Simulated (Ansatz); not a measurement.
# RbVBr3 in the perovskite structure: screened interactions by constrained RPA, part 2 of 2

How strongly does the rest of the crystal screen the V shell of RbVBr3 in the perovskite structure?

PBE, spin-polarised; plane waves, collinear spin, no spin–orbit coupling.

So far. Step 3 (Target: d shell, bands v2 to c3 (loose bound)): On average 84 % of these bands' weight lies on the d shell and 6 % on ligand p.

### 4. Target: d shell, bands v2 to c3 (sum over bands, screening cutoff 68 eV, 20 empty bands)

The whole shell is the model, so no transition inside it screens. The screening is summed over a limited number of empty bands, which is cheaper and leaves a tail out.

input.yaml reads:

```yaml
crystal:
  lattice:
    - [5.38, 0.0, 0.0]
    - [0.0, 5.38, 0.0]
    - [0.0, 0.0, 5.38]
  atoms:
    - { symbol: Rb, position: [0.5, 0.5, 0.5] }
    - { symbol: V, position: [0.0, 0.0, 0.0], spin: 2.0 }
    - { symbol: Br, position: [0.5, 0.0, 0.0] }
    - { symbol: Br, position: [0.0, 0.5, 0.0] }
    - { symbol: Br, position: [0.0, 0.0, 0.5] }
magnetization:
  spin_polarized: true
kpoints:
  mp_grid: { grid: [3, 3, 3] }
hamiltonian:
  xc: pbe
scf:
  occupations: { method: fermi_dirac, width: 0.1 }
  n_extra_bands: 16
output:
  eigenvalues: true
  crpa:
    kmesh: [3, 3, 3]
    target_bands: [v2, c3]
    projections: [{ species: V, l: d }]
    accuracy: sum_over_states
    n_empty_bands: 20
    ecut_chi: 68
```

Run with:

```
$ ansatz run input.yaml --threads 4 --pin off --max-ram 8192MiB --backend cpu --events-out ev --progress --plain --runs-dir out
```

Numbers of over 12 decimals in the logs are rounded to 6 here.

What it wrote:

```text
[...]
Crystal: 5 atoms, lattice volume = 155.721 Å³
Basis set: ecut = 420 eV, 2969 PW (Γ)
Bands: 38, of which v1, the nominal top of the filled ones, is band 22 counted from 1 (21 counted from 0)
Symmetry: 48 space group operations
[...]
k-points: 4 of 27
[...]
Starting moments: Σ|m| = 2 μB on 1 of 5 sites
[...]
screened ud: U = 4.5830 eV, U' = 3.6929 eV, J = 0.4335 eV
      screened dd: U = 4.4929 eV, U' = 3.6169 eV, J = 0.4211 eV
      bare: V = 15.3180 eV, V' = 14.2875 eV, J = 0.5004 eV
      bare d-shell averages: V_bar = F0 = 14.4936 eV, J_bar = 0.7065 eV
      bare uu: V = 15.6089 eV, V' = 14.5482 eV, J = 0.5167 eV
      bare ud: V = 15.3098 eV, V' = 14.2846 eV, J = 0.4998 eV
      bare dd: V = 15.0436 eV, V' = 14.0327 eV, J = 0.4854 eV
[...]
[key lines of the parts left out:]
SCF converged after 11 iterations
Magnetization: 3.0000 μB (23.0000 up, 20.0000 down)
Free energy (F): -14534.975588 eV
Fermi energy:    5.188146 eV
```

Run time: 8 s. Hardware: 4 threads of Arm Neoverse V1, shared host; peak memory 0.65 GiB; 29 s of CPU time.

On average 84 % of these bands' weight lies on the d shell and 6 % on ligand p.

crpa.toml:

```text
format = "ansatz-crpa/5"
scheme = "band"
gauge = "projected_orbitals"
pair_densities = "all_electron"
channels = "collinear"
target_bands = [21, 25] # 1-based inclusive; [v2, c3]
n_wann = 5
kmesh = [3, 3, 3]
coulomb_singularity = "probe_charge" # how the value at q + G = 0 is made
n_bands = 42 # of the sum over states
n_bands_solved = 47 # n_bands and the guard bands above it
multiplets_cut = [{ spin = "up", ik = 0, bands_in_whole_multiplets = 41, multiplet_ends_at = 44 }, { spin = "up", ik = 1, bands_in_whole_multiplets = 41, multiplet_ends_at = 43 }, { spin = "up", ik = 2, bands_in_whole_multiplets = 41, multiplet_ends_at = 43 }, { spin = "up", ik = 3, bands_in_whole_multiplets = 41, multiplet_ends_at = 43 }, { spin = "up", ik = 6, bands_in_whole_multiplets = 41, multiplet_ends_at = 43 }, { spin = "up", ik = 9, bands_in_whole_multiplets = 41, multiplet_ends_at = 43 }, { spin = "up", ik = 13, bands_in_whole_multiplets = 41, multiplet_ends_at = 43 }, { spin = "up", ik = 14, bands_in_whole_multiplets = 41, multiplet_ends_at = 43 }, { spin = "up", ik = 16, bands_in_whole_multiplets = 41, multiplet_ends_at = 43 }, { spin = "up", ik = 17, bands_in_whole_multiplets = 41, multiplet_ends_at = 43 }, { spin = "up", ik = 18, bands_in_whole_multiplets = 41, multiplet_ends_at = 43 }, { spin = "up", ik = 22, bands_in_whole_multiplets = 41, multiplet_ends_at = 43 }, { spin = "up", ik = 23, bands_in_whole_multiplets = 41, multiplet_ends_at = 43 }, { spin = "up", ik = 25, bands_in_whole_multiplets = 41, multiplet_ends_at = 43 }, { spin = "up", ik = 26, bands_in_whole_multiplets = 41, multiplet_ends_at = 43 }, { spin = "down", ik = 0, bands_in_whole_multiplets = 41, multiplet_ends_at = 44 }, { spin = "down", ik = 1, bands_in_whole_multiplets = 41, multiplet_ends_at = 43 }, { spin = "down", ik = 2, bands_in_whole_multiplets = 41, multiplet_ends_at = 43 }, { spin = "down", ik = 3, bands_in_whole_multiplets = 41, multiplet_ends_at = 43 }, { spin = "down", ik = 6, bands_in_whole_multiplets = 41, multiplet_ends_at = 43 }, { spin = "down", ik = 9, bands_in_whole_multiplets = 41, multiplet_ends_at = 43 }, { spin = "down", ik = 13, bands_in_whole_multiplets = 41, multiplet_ends_at = 43 }, { spin = "down", ik = 14, bands_in_whole_multiplets = 41, multiplet_ends_at = 43 }, { spin = "down", ik = 16, bands_in_whole_multiplets = 41, multiplet_ends_at = 43 }, { spin = "down", ik = 17, bands_in_whole_multiplets = 41, multiplet_ends_at = 43 }, { spin = "down", ik = 18, bands_in_whole_multiplets = 41, multiplet_ends_at = 43 }, { spin = "down", ik = 22, bands_in_whole_multiplets = 41, multiplet_ends_at = 43 }, { spin = "down", ik = 23, bands_in_whole_multiplets = 41, multiplet_ends_at = 43 }, { spin = "down", ik = 25, bands_in_whole_multiplets = 41, multiplet_ends_at = 43 }, { spin = "down", ik = 26, bands_in_whole_multiplets = 41, multiplet_ends_at = 43 }] # where n_bands ends inside a multiplet, whose members the sum reads at an even weight
ecut_chi_ev = 68.0 # of the sum over states
n_g_chi_min = 195 # of the sum over states
n_g_chi_max = 203 # of the sum over states
occupation_method = "tetrahedron_uncorrected" # the fill of the pass's bands
window_electrons = 3.0
window_electrons_up = 3.0
window_electrons_down = 0.0
eps_inv_head = 0.2754607969693055 # over all bands where the run has bounds, under no bound itself
head_ev = 0.6972892043205295 # what the value at q + G = 0 adds to the screened u_ev, u_prime_ev and u_bar_ev
gauge_min_gram_eig = 0.7167335894298026
accuracy = "sum_over_states" # no bound

[[shells]]
site = 1 # counted from 0, as a deck's `site` is
l = "d"
label = "3D" # of the pseudo-atomic shell
wannier_functions = [1, 2, 3, 4, 5] # counted from 1, as the tensor files' indices are
mr = [1, 2, 3, 4, 5] # each function's real harmonic by wannier90's number, 1 to 2l+1, in the order of wannier_functions

[shells.screened]
u_ev = 4.587228479003685
u_prime_ev = 3.694389686074847
j_ev = 0.434114654771698
u_bar_ev = 3.8729574446606145
j_bar_ev = 0.6126824133574658

[shells.screened.uu]
u_ev = 4.690032774265018
u_prime_ev = 3.7748494561278543
j_ev = 0.4482917806830553

[shells.screened.ud]
u_ev = 4.582993540954163
u_prime_ev = 3.6928802064810604
j_ev = 0.4335464897409449

[shells.screened.dd]
u_ev = 4.492894059841397
u_prime_ev = 3.6169488752094088
j_ev = 0.42107385892184723

[shells.bare]
v_ev = 15.318014757773748
v_prime_ev = 14.287501586256235
j_ev = 0.5004250213058913
v_bar_ev = 14.493604220559737
j_bar_ev = 0.7065276556093938

[shells.bare.uu]
v_ev = 15.60885894522016
v_prime_ev = 14.548179424566921
j_ev = 0.5167365870749627

[shells.bare.ud]
v_ev = 15.309821504334494
v_prime_ev = 14.284550688248894
j_ev = 0.4997662147768084

[shells.bare.dd]
v_ev = 15.043557077205833
v_prime_ev = 14.03272554396023
j_ev = 0.48543106859498597
```

| shell | U (eV) | U′ (eV) | J (eV) | bare U (eV) | bare J (eV) |
| --- | --- | --- | --- | --- | --- |
| V2 d | 4.59 | 3.69 | 0.43 | 15.32 | 0.50 |

### 5. Target: d shell, bands v2 to c3 (tighter bound)

The whole shell is the model, so no transition inside it screens. The bound on the screening is tightened.

Edit input.yaml of step 4 so:

```diff
@@ -26,4 +26,2 @@
     projections: [{ species: V, l: d }]
-    accuracy: sum_over_states
-    n_empty_bands: 20
-    ecut_chi: 68
+    accuracy: medium
```

What it wrote:

```text
[...]
Crystal: 5 atoms, lattice volume = 155.721 Å³
Basis set: ecut = 420 eV, 2969 PW (Γ)
Bands: 38, of which v1, the nominal top of the filled ones, is band 22 counted from 1 (21 counted from 0)
Symmetry: 48 space group operations
[...]
k-points: 4 of 27
[...]
Starting moments: Σ|m| = 2 μB on 1 of 5 sites
[...]
screened ud, to within: U = 4.4e-3 eV, U' = 4.4e-3 eV, J = 5.3e-4 eV
      screened dd, to within: U = 4.2e-3 eV, U' = 4.2e-3 eV, J = 5.2e-4 eV
      bare: V = 15.3180 eV, V' = 14.2875 eV, J = 0.5004 eV
      bare d-shell averages: V_bar = F0 = 14.4936 eV, J_bar = 0.7065 eV
      bare uu: V = 15.6089 eV, V' = 14.5482 eV, J = 0.5167 eV
      bare ud: V = 15.3098 eV, V' = 14.2846 eV, J = 0.4998 eV
      bare dd: V = 15.0436 eV, V' = 14.0327 eV, J = 0.4854 eV
[...]
[key lines of the parts left out:]
SCF converged after 11 iterations
Magnetization: 3.0000 μB (23.0000 up, 20.0000 down)
Free energy (F): -14534.975588 eV
Fermi energy:    5.188146 eV
```

Wall time 95 s (4 threads); peak memory 0.98 GiB; 6 min of CPU time.

On average 84 % of these bands' weight lies on the d shell and 6 % on ligand p.

| shell | U (eV) | U′ (eV) | J (eV) | bare U (eV) | bare J (eV) |
| --- | --- | --- | --- | --- | --- |
| V2 d | 4.16 | 3.35 | 0.40 | 15.32 | 0.50 |

### 6. Target: d shell with ligand p, bands v11 to c3 (loose bound)

With the ligand bands in the model the orbitals are more compact and transitions between ligand and shell no longer screen. The screening is solved for all empty bands at once, to a loose bound.

Edit input.yaml of step 5 so:

```diff
@@ -24,4 +24,4 @@
     kmesh: [3, 3, 3]
-    target_bands: [v2, c3]
-    projections: [{ species: V, l: d }]
-    accuracy: medium
+    target_bands: [v11, c3]
+    projections: [{ species: V, l: d }, { species: Br, l: p }]
+    accuracy: low
```

What it wrote:

```text
[...]
Crystal: 5 atoms, lattice volume = 155.721 Å³
Basis set: ecut = 420 eV, 2969 PW (Γ)
Bands: 38, of which v1, the nominal top of the filled ones, is band 22 counted from 1 (21 counted from 0)
Symmetry: 48 space group operations
[...]
k-points: 4 of 27
[...]
Starting moments: Σ|m| = 2 μB on 1 of 5 sites
[...]
screened uu, to within: U = 1.0e-1 eV, U' = 1.0e-1 eV, J = 1.2e-2 eV
      screened ud, to within: U = 1.1e-1 eV, U' = 1.1e-1 eV, J = 1.3e-2 eV
      screened dd, to within: U = 1.1e-1 eV, U' = 1.1e-1 eV, J = 1.3e-2 eV
      bare: V = 12.0089 eV, V' = 10.6434 eV, J = 0.6605 eV
      bare uu: V = 11.9563 eV, V' = 10.5951 eV, J = 0.6552 eV
      bare ud: V = 12.0086 eV, V' = 10.6433 eV, J = 0.6604 eV
      bare dd: V = 12.0622 eV, V' = 10.6918 eV, J = 0.6657 eV
[...]
[key lines of the parts left out:]
SCF converged after 11 iterations
Magnetization: 3.0000 μB (23.0000 up, 20.0000 down)
Free energy (F): -14534.975588 eV
Fermi energy:    5.188146 eV
```

It took 1.9 min on 4 threads; peak memory 1.3 GiB; 7.3 min of CPU time.

On average 34 % of these bands' weight lies on the d shell and 61 % on ligand p.

| shell | U (eV) | U′ (eV) | J (eV) | bare U (eV) | bare J (eV) |
| --- | --- | --- | --- | --- | --- |
| V2 d | 7.10 | 6.15 | 0.47 | 17.18 | 0.58 |
| Br3 p | 5.59 | 4.68 | 0.44 | 12.01 | 0.66 |
| Br4 p | 5.59 | 4.68 | 0.44 | 12.01 | 0.66 |
| Br5 p | 5.59 | 4.68 | 0.44 | 12.01 | 0.66 |

### 7. Target: d shell with ligand p, bands v11 to c3 (sum over bands, screening cutoff 68 eV, 20 empty bands)

With the ligand bands in the model the orbitals are more compact and transitions between ligand and shell no longer screen. The screening is summed over a limited number of empty bands, which is cheaper and leaves a tail out.

Edit input.yaml of step 6 so:

```diff
@@ -26,2 +26,4 @@
     projections: [{ species: V, l: d }, { species: Br, l: p }]
-    accuracy: low
+    accuracy: sum_over_states
+    n_empty_bands: 20
+    ecut_chi: 68
```

What it wrote:

```text
[...]
Crystal: 5 atoms, lattice volume = 155.721 Å³
Basis set: ecut = 420 eV, 2969 PW (Γ)
Bands: 38, of which v1, the nominal top of the filled ones, is band 22 counted from 1 (21 counted from 0)
Symmetry: 48 space group operations
[...]
k-points: 4 of 27
[...]
Starting moments: Σ|m| = 2 μB on 1 of 5 sites
[...]
screened uu: U = 6.1364 eV, U' = 4.9852 eV, J = 0.5572 eV
      screened ud: U = 6.1653 eV, U' = 5.0097 eV, J = 0.5617 eV
      screened dd: U = 6.1951 eV, U' = 5.0344 eV, J = 0.5662 eV
      bare: V = 12.0089 eV, V' = 10.6434 eV, J = 0.6605 eV
      bare uu: V = 11.9563 eV, V' = 10.5951 eV, J = 0.6552 eV
      bare ud: V = 12.0086 eV, V' = 10.6433 eV, J = 0.6604 eV
      bare dd: V = 12.0622 eV, V' = 10.6918 eV, J = 0.6657 eV
[...]
[key lines of the parts left out:]
SCF converged after 11 iterations
Magnetization: 3.0000 μB (23.0000 up, 20.0000 down)
Free energy (F): -14534.975588 eV
Fermi energy:    5.188146 eV
```

Elapsed: 48 s, on 4 threads; peak memory 0.9 GiB; 3.1 min of CPU time.

On average 34 % of these bands' weight lies on the d shell and 61 % on ligand p.

| shell | U (eV) | U′ (eV) | J (eV) | bare U (eV) | bare J (eV) |
| --- | --- | --- | --- | --- | --- |
| V2 d | 8.14 | 7.11 | 0.51 | 17.18 | 0.58 |
| Br3 p | 6.17 | 5.01 | 0.56 | 12.01 | 0.66 |
| Br4 p | 6.17 | 5.01 | 0.56 | 12.01 | 0.66 |
| Br5 p | 6.17 | 5.01 | 0.56 | 12.01 | 0.66 |

### 8. Target: d shell with ligand p, bands v11 to c3 (tighter bound)

With the ligand bands in the model the orbitals are more compact and transitions between ligand and shell no longer screen. The bound on the screening is tightened.

Edit input.yaml of step 7 so:

```diff
@@ -26,4 +26,2 @@
     projections: [{ species: V, l: d }, { species: Br, l: p }]
-    accuracy: sum_over_states
-    n_empty_bands: 20
-    ecut_chi: 68
+    accuracy: medium
```

What it wrote:

```text
[...]
Crystal: 5 atoms, lattice volume = 155.721 Å³
Basis set: ecut = 420 eV, 2969 PW (Γ)
Bands: 38, of which v1, the nominal top of the filled ones, is band 22 counted from 1 (21 counted from 0)
Symmetry: 48 space group operations
[...]
k-points: 4 of 27
[...]
Starting moments: Σ|m| = 2 μB on 1 of 5 sites
[...]
screened uu, to within: U = 9.2e-3 eV, U' = 9.2e-3 eV, J = 9.5e-4 eV
      screened ud, to within: U = 9.2e-3 eV, U' = 9.2e-3 eV, J = 9.6e-4 eV
      screened dd, to within: U = 9.3e-3 eV, U' = 9.3e-3 eV, J = 9.7e-4 eV
      bare: V = 12.0089 eV, V' = 10.6434 eV, J = 0.6605 eV
      bare uu: V = 11.9563 eV, V' = 10.5951 eV, J = 0.6552 eV
      bare ud: V = 12.0086 eV, V' = 10.6433 eV, J = 0.6604 eV
      bare dd: V = 12.0622 eV, V' = 10.6918 eV, J = 0.6657 eV
[...]
[key lines of the parts left out:]
SCF converged after 11 iterations
Magnetization: 3.0000 μB (23.0000 up, 20.0000 down)
Free energy (F): -14534.975588 eV
Fermi energy:    5.188146 eV
```

Wall time 3.7 min (4 threads); peak memory 1.4 GiB.

On average 34 % of these bands' weight lies on the d shell and 61 % on ligand p.

| shell | U (eV) | U′ (eV) | J (eV) | bare U (eV) | bare J (eV) |
| --- | --- | --- | --- | --- | --- |
| V2 d | 7.13 | 6.18 | 0.47 | 17.18 | 0.58 |
| Br3 p | 5.60 | 4.68 | 0.44 | 12.01 | 0.66 |
| Br4 p | 5.60 | 4.68 | 0.44 | 12.01 | 0.66 |
| Br5 p | 5.60 | 4.68 | 0.44 | 12.01 | 0.66 |

### 9. Side by side

| target | settings | U(V) (eV) | J (eV) | U over bare U | CPU time |
| --- | --- | --- | --- | --- | --- |
| d shell | loose bound | 4.12 | 0.40 | 0.27 | 2.3 min |
| d shell | sum over bands, screening cutoff 68 eV, 20 empty bands | 4.59 | 0.43 | 0.30 | 29 s |
| d shell | tighter bound | 4.16 | 0.40 | 0.27 | 6 min |
| d shell with ligand p | loose bound | 7.10 | 0.47 | 0.41 | 7.3 min |
| d shell with ligand p | sum over bands, screening cutoff 68 eV, 20 empty bands | 8.14 | 0.51 | 0.47 | 3.1 min |
| d shell with ligand p | tighter bound | 7.13 | 0.47 | 0.42 | 14 min |

### 10. Outcome

```json
{
  "U(V), d shell": "4.16 eV",
  "U(V), d shell with ligand p": "7.13 eV",
  "J(V), d shell": "0.397 eV",
  "J(V), d shell with ligand p": "0.472 eV"
}
```

For V in RbVBr3 in the perovskite structure the d shell model has U = 4.16 eV and J = 0.40 eV. In the d shell model screening cuts U from 15.3 to 4.16 eV, while J keeps 79 % of its bare value, since exchange moves no net charge and is hard to screen. U depends on the model: 4.16 eV for d shell and 7.13 eV for d shell with ligand p. A wider target removes more screening and makes the orbitals more compact. The plain sum over bands gives 4.59 eV, +10 % from the bounded value, at 0.080 times its CPU time. The values are static and belong to projected orbitals on a coarse mesh, with which they are not converged; they are not the U of linear response. The cell was built from a prototype and relaxed; a distortion that needs a larger cell, or another structure that the compound may prefer, is not captured.

[Logs and program files are shortened in this print: banners, set-up blocks, solver, clock and traceback lines can be left out without a mark of their own.]

[Logs are printed without paths, hosts, clocks, repeated set-up lines and the standing remarks that a program may print on its own settings, such as how far it seeks lower states.]

[Hosts, paths, dates, database ids (printed as entryN), source tags and the programs' standing remarks are cut or masked in the printed files.]

[Where a cell is said to come from a database of computed structures, the database is the Materials Project.]
